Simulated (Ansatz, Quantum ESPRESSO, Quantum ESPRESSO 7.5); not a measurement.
# Evanescent states of LiCl, rock salt type, lattice constant set to 5.047 Å

Wanted: the complex band structure of LiCl, rock salt type, lattice constant set to 5.047 Å, as for a tunnel barrier.

Method: plane-wave DFT, LDA, GBRV ultrasoft pseudopotentials (cross-check by Ansatz 0.2.0 with PAW datasets), in Quantum ESPRESSO 7.5.

The structure was built from a prototype and need not be the compound's stable phase.

## 1. The starting structure

The structure is cubic, space group Fm-3m (No. 225). Conventional cell: a = 5.047 Å, b = 5.047 Å, c = 5.047 Å, α = 90.00°, β = 90.00°, γ = 90.00°. Nearest to Li lie 6 Cl at 2.52 Å. Nearest to Cl lie 6 Li at 2.52 Å. Farther neighbours and most contacts between anions are not listed.

## 2. SCF with pw.x

pwcond needs a cell whose third axis lies along the current and stands perpendicular to the other two.

Input file scf.in:

```
&control
  prefix = 'scf'
  outdir = './out'
  pseudo_dir = './pseudo'
  calculation = 'scf'
  tprnfor = .true.
/
&system
  ibrav = 0
  nat = 4
  ntyp = 2
  ecutwfc = 40
  ecutrho = 200
  occupations = 'fixed'
  nbnd = 14
/
&electrons
  conv_thr = 1e-09
  mixing_beta = 0.6
  electron_maxstep = 120
/
ATOMIC_SPECIES
  Li  6.9400  li_lda_v1.4.uspp.F.UPF
  Cl  35.4500  cl_lda_v1.4.uspp.F.UPF
CELL_PARAMETERS angstrom
  3.56876792464851 0.00000000000000 0.00000000000000
  0.00000000000000 3.56876792464851 0.00000000000000
  0.00000000000000 0.00000000000000 5.04700000000000
ATOMIC_POSITIONS crystal
  Li  0.000000000000 0.000000000000 0.000000000000
  Cl  0.500000000000 0.500000000000 0.000000000000
  Li  0.500000000000 0.500000000000 0.500000000000
  Cl  0.000000000000 0.000000000000 0.500000000000
K_POINTS automatic
  8 8 6 0 0 0
```

Started as:

```console
$ OMP_NUM_THREADS=1 mpirun -n 2 pw.x -nk 2 -in scf.in > scf.out
```

The program printed:

```text
Program PWSCF v.7.5 starts
[citation notice left out]

     Parallel version (MPI & OpenMP), running on       2 processor cores
     Number of MPI processes:                 2
     Threads/MPI process:                     1

     MPI processes distributed on     1 nodes
[...]
Current dimensions of program PWSCF are:
     Max number of different atomic species (ntypx) = 10
     Max number of k-points (npk) =  40000
     Max angular momentum in pseudopotentials (lmaxx) =  4
     Found identity + ( -0.5000 -0.5000 -0.5000) symmetry
     This is a supercell, fractional translations are disabled
     Message from routine setup:
     using ibrav=0 with symmetry is DISCOURAGED, use correct ibrav instead

     K-points division:     npool     =       2
     Subspace diagonalization in iterative solution of the eigenvalue problem:
     a serial algorithm will be used

     G-vector sticks info
     --------------------
     sticks:   dense  smooth     PW     G-vecs:    dense   smooth      PW
     Sum         725     577    177                20743    14735    2541

     Using Slab Decomposition

     bravais-lattice index     =            0
     lattice parameter (alat)  =       6.7440  a.u.
     unit-cell volume          =     433.7770 (a.u.)^3
     number of atoms/cell      =            4
     number of atomic types    =            2
     number of electrons       =        20.00
     number of Kohn-Sham states=           14
     kinetic-energy cutoff     =      40.0000  Ry
     charge density cutoff     =     200.0000  Ry
     scf convergence threshold =      1.0E-09
     mixing beta               =       0.6000
     number of iterations used =            8  plain     mixing
     Exchange-correlation=  SLA  PZ   NOGX NOGC
                           (   1   1   0   0   0   0   0)

     celldm(1)=   6.743994  celldm(2)=   0.000000  celldm(3)=   0.000000
     celldm(4)=   0.000000  celldm(5)=   0.000000  celldm(6)=   0.000000

     crystal axes: (cart. coord. in units of alat)
               a(1) = (   1.000000   0.000000   0.000000 )
               a(2) = (   0.000000   1.000000   0.000000 )
               a(3) = (   0.000000   0.000000   1.414214 )

     reciprocal axes: (cart. coord. in units 2 pi/alat)
               b(1) = (  1.000000  0.000000  0.000000 )
               b(2) = (  0.000000  1.000000  0.000000 )
               b(3) = (  0.000000  0.000000  0.707107 )

     PseudoPot. # 1 for Li read from file:
     ./pseudo/li_lda_v1.4.uspp.F.UPF
     Pseudo is Ultrasoft, Zval =  3.0
     Generated by new atomic code, or converted to UPF format
     Using radial grid of  751 points,  5 beta functions with:
                l(1) =   0
                l(2) =   0
                l(3) =   0
                l(4) =   1
                l(5) =   1
     Q(r) pseudized with 10 coefficients,  rinner =    1.150   1.150   1.150

     PseudoPot. # 2 for Cl read from file:
     ./pseudo/cl_lda_v1.4.uspp.F.UPF
     Pseudo is Ultrasoft + core correction, Zval =  7.0
     Generated by new atomic code, or converted to UPF format
     Using radial grid of  909 points,  6 beta functions with:
                l(1) =   0
                l(2) =   0
                l(3) =   1
                l(4) =   1
                l(5) =   2
                l(6) =   2
     Q(r) pseudized with  8 coefficients,  rinner =    1.300   1.300   1.300
                                                       1.300   1.300

     atomic species   valence    mass     pseudopotential
     Li                3.00     6.94000     Li( 1.00)
     Cl                7.00    35.45000     Cl( 1.00)

     16 Sym. Ops., with inversion, found

   Cartesian axes

     site n.     atom                  positions (alat units)
         1        Li     tau(   1) = (   0.0000000   0.0000000   0.0000000  )
         2        Cl     tau(   2) = (   0.5000000   0.5000000   0.0000000  )
         3        Li     tau(   3) = (   0.5000000   0.5000000   0.7071068  )
         4        Cl     tau(   4) = (   0.0000000   0.0000000   0.7071068  )

     number of k points=    60
                       cart. coord. in units 2pi/alat
        k(    1) = (   0.0000000   0.0000000   0.0000000), wk =   0.0052083
        k(    2) = (   0.0000000   0.0000000   0.1178511), wk =   0.0104167
        k(    3) = (   0.0000000   0.0000000   0.2357023), wk =   0.0104167
        k(    4) = (   0.0000000   0.0000000  -0.3535534), wk =   0.0052083
        k(    5) = (   0.0000000   0.1250000   0.0000000), wk =   0.0208333
        k(    6) = (   0.0000000   0.1250000   0.1178511), wk =   0.0416667
        k(    7) = (   0.0000000   0.1250000   0.2357023), wk =   0.0416667
        k(    8) = (   0.0000000   0.1250000  -0.3535534), wk =   0.0208333
        k(    9) = (   0.0000000   0.2500000   0.0000000), wk =   0.0208333
        k(   10) = (   0.0000000   0.2500000   0.1178511), wk =   0.0416667
[...]
k(   60) = (  -0.5000000  -0.5000000  -0.3535534), wk =   0.0052083

     Dense  grid:    20743 G-vectors     FFT dimensions: (  32,  32,  45)

     Smooth grid:    14735 G-vectors     FFT dimensions: (  27,  27,  40)

     Estimated max dynamical RAM per process >      58.68 MB

     Estimated total dynamical RAM >     112.29 MB

     Initial potential from superposition of free atoms

     starting charge      19.0985, renormalised to      20.0000

     negative rho (up, down):  3.138E-02 0.000E+00
     Starting wfcs are   18 randomized atomic wfcs

     total cpu time spent up to now is        1.6 secs

     per-process dynamical memory:    31.1 Mb

     Self-consistent Calculation

     iteration #  1     ecut=    40.00 Ry     beta= 0.60
     Davidson diagonalization with overlap
     ethr =  1.00E-02,  avg # of iterations =  4.2

     Threshold (ethr) on eigenvalues was too large:
     Diagonalizing with lowered threshold

     Davidson diagonalization with overlap
     ethr =  1.77E-04,  avg # of iterations =  4.5

     negative rho (up, down):  2.962E-02 0.000E+00

     total cpu time spent up to now is        6.8 secs

     total energy              =     -95.71742063 Ry
     estimated scf accuracy    <       0.03921093 Ry

     iteration #  2     ecut=    40.00 Ry     beta= 0.60
[...]
negative rho (up, down):  2.911E-02 0.000E+00

[...]
total energy              =     -95.71791018 Ry
     estimated scf accuracy    <       0.00336272 Ry

     iteration #  3     ecut=    40.00 Ry     beta= 0.60
[...]
negative rho (up, down):  2.905E-02 0.000E+00

[...]
total energy              =     -95.71859696 Ry
     estimated scf accuracy    <       0.00005056 Ry

     iteration #  4     ecut=    40.00 Ry     beta= 0.60
[...]
c_bands:  1 eigenvalues not converged
[...]
negative rho (up, down):  2.903E-02 0.000E+00

[...]
total energy              =     -95.71867947 Ry
     estimated scf accuracy    <       0.00000486 Ry

     iteration #  5     ecut=    40.00 Ry     beta= 0.60
[...]
c_bands:  1 eigenvalues not converged
[...]
negative rho (up, down):  2.901E-02 0.000E+00

[...]
total energy              =     -95.71868162 Ry
     estimated scf accuracy    <       0.00000076 Ry

     iteration #  6     ecut=    40.00 Ry     beta= 0.60
[...]
negative rho (up, down):  2.899E-02 0.000E+00

[...]
End of self-consistent calculation

          k = 0.0000 0.0000 0.0000 (  1875 PWs)   bands (ev):

   -40.4639 -40.4584 -11.6333 -10.6886  -1.3352   0.6567   0.6567   1.8901
     1.8901   1.8901   8.1649   9.5755   9.7642  13.5034

          k = 0.0000 0.0000 0.1179 (  1875 PWs)   bands (ev):

   -40.4635 -40.4588 -11.5815 -10.7669  -1.1246   0.7285   0.7285   1.6473
     1.7940   1.7940   8.5072   9.7016   9.9116  13.7866

          k = 0.0000 0.0000 0.2357 (  1851 PWs)   bands (ev):

   -40.4625 -40.4597 -11.4333 -10.9669  -0.5538   0.9312   0.9312   1.0249
     1.5434   1.5434   9.4142  10.0918  10.3492  12.3208

          k = 0.0000 0.0000-0.3536 (  1804 PWs)   bands (ev):

   -40.4611 -40.4611 -11.2128 -11.2128   0.2251   0.2251   1.2255   1.2255
     1.2255   1.2255  10.4390  10.4390  11.3748  11.3749

          k = 0.0000 0.1250 0.0000 (  1869 PWs)   bands (ev):

   -40.4635 -40.4584 -11.5756 -10.6936  -1.2198   0.4058   0.7378   1.5245
     1.7776   1.8949   8.5174   9.6417  10.3077  14.0620

          k = 0.0000 0.1250 0.1179 (  1850 PWs)   bands (ev):

   -40.4631 -40.4587 -11.5267 -10.7658  -1.0475   0.5099   0.8063   1.1852
     1.8067   1.8494   8.7225   9.7589  10.4299  13.3460

[...]
highest occupied, lowest unoccupied level (ev):     1.8949    8.1649

!    total energy              =     -95.71868180 Ry
     estimated scf accuracy    <          7.9E-10 Ry

     The total energy is the sum of the following terms:
     one-electron contribution =     -19.57170455 Ry
     hartree contribution      =      14.61425232 Ry
     xc contribution           =     -25.39976397 Ry
     ewald contribution        =     -65.36146560 Ry

     convergence has been achieved in   6 iterations

     negative rho (up, down):  2.899E-02 0.000E+00

     Forces acting on atoms (cartesian axes, Ry/au):

     atom    1 type  1   force =     0.00000000    0.00000000    0.00000000
     atom    2 type  2   force =     0.00000000    0.00000000    0.00000000
     atom    3 type  1   force =     0.00000000    0.00000000    0.00000000
     atom    4 type  2   force =     0.00000000    0.00000000    0.00000000

     Total force =     0.000000     Total SCF correction =     0.000000

[...]
=------------------------------------------------------------------------------=
   JOB DONE.
=------------------------------------------------------------------------------=
```

Elapsed: 22 s, on 2 MPI ranks of Arm Neoverse N1, shared host; peak memory 0.19 GiB; 41 s of CPU time.

Numbers from this step:

```
free energy                          : -1302.3190 eV
valence top, on the run's zero       : 1.895 eV
conduction bottom, on the run's zero : 8.165 eV
gap by band count                    : 6.270 eV
```

The run needed 6 iterations to bring the estimated error under 1e-09 Ry.

[end of part 1 of 3]

[Logs are printed without paths, hosts, clocks, repeated set-up lines and the standing remarks that a program may print on its own settings, such as how far it seeks lower states.]

[Hosts, paths, dates, database ids (printed as entryN), source tags and the programs' standing remarks are cut or masked in the printed files.]

[Maps of the electrostatic potential energy from Ansatz leave out the sawtooth potential of an applied field or a dipole correction, so their vacuum need not be flat; planar profiles and work functions include it.]
